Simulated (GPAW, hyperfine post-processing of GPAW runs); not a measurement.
# MgV2Cd2O7: working out a paramagnetic 25Mg shift

A spin-polarised calculation (DFT, revPBE+U, plane-wave PAW, GPAW setups, collinear spin, scalar-relativistic; GPAW) with all V moments parallel (S = 0.5 each) puts a spin density ρ↑ − ρ↓ of 0.05777 e/Å³, counted along the moments, at one Mg nucleus (5 V through links of 89 to 96° (4), 122° (1) and 149 to 157° (2)). Take g = 2, spin-only moments and Θ = 0 K (a pure Curie law); γ/2π of 25Mg is -2.6083 MHz/T.

**Task.** Find the contact field, the hyperfine constant and the contact shift at 340 K and 380 K, supposing that the crystal is a paramagnet with these local moments at both.

1. A spin density ρ_s carries a moment density μB ρ_s, and the contact field is B_c = (2μ₀/3) μB ρ_s. For 1 e/Å³ that is 7.769 T, so B_c = 0.4488 T.

2. With H = A S·I summed over the ions, A = γB_c/(2πS) = -2.6083 × 0.4488 / 0.5 = -2.34 MHz.

3. In a field B0 the paramagnet reaches only a fraction of saturation, M/M_sat = g μB (S + 1) B0 / [3 k_B (T − Θ)]. At 340 K this is 1.9756e-03 per tesla, or 2.31 % at 11.7 T.

4. The shift is that fraction of B_c over B0, so B0 drops out: δ = 0.4488 × 1.9756e-03 × 10⁶ = 887 ppm at 340 K.

5. At 380 K it scales by (340 − Θ)/(380 − Θ) = 0.895, to 793 ppm.

6. The sign says that the spin at the nucleus is parallel to the V moments, as where half-filled orbitals delocalise onto the site. Over this level and the 1 other of the session's ladder with the same moment and an open gap (any hybrids aside), the field runs from 0.449 to 0.539 T. Spin flips in this cell gave a rough Θ of -39 K, not relied on, which would scale the first shift by 0.90. Orbital and pseudocontact parts are not included.

[Hosts, paths, dates, database ids (printed as entryN), source tags and the programs' standing remarks are cut or masked in the printed files.]
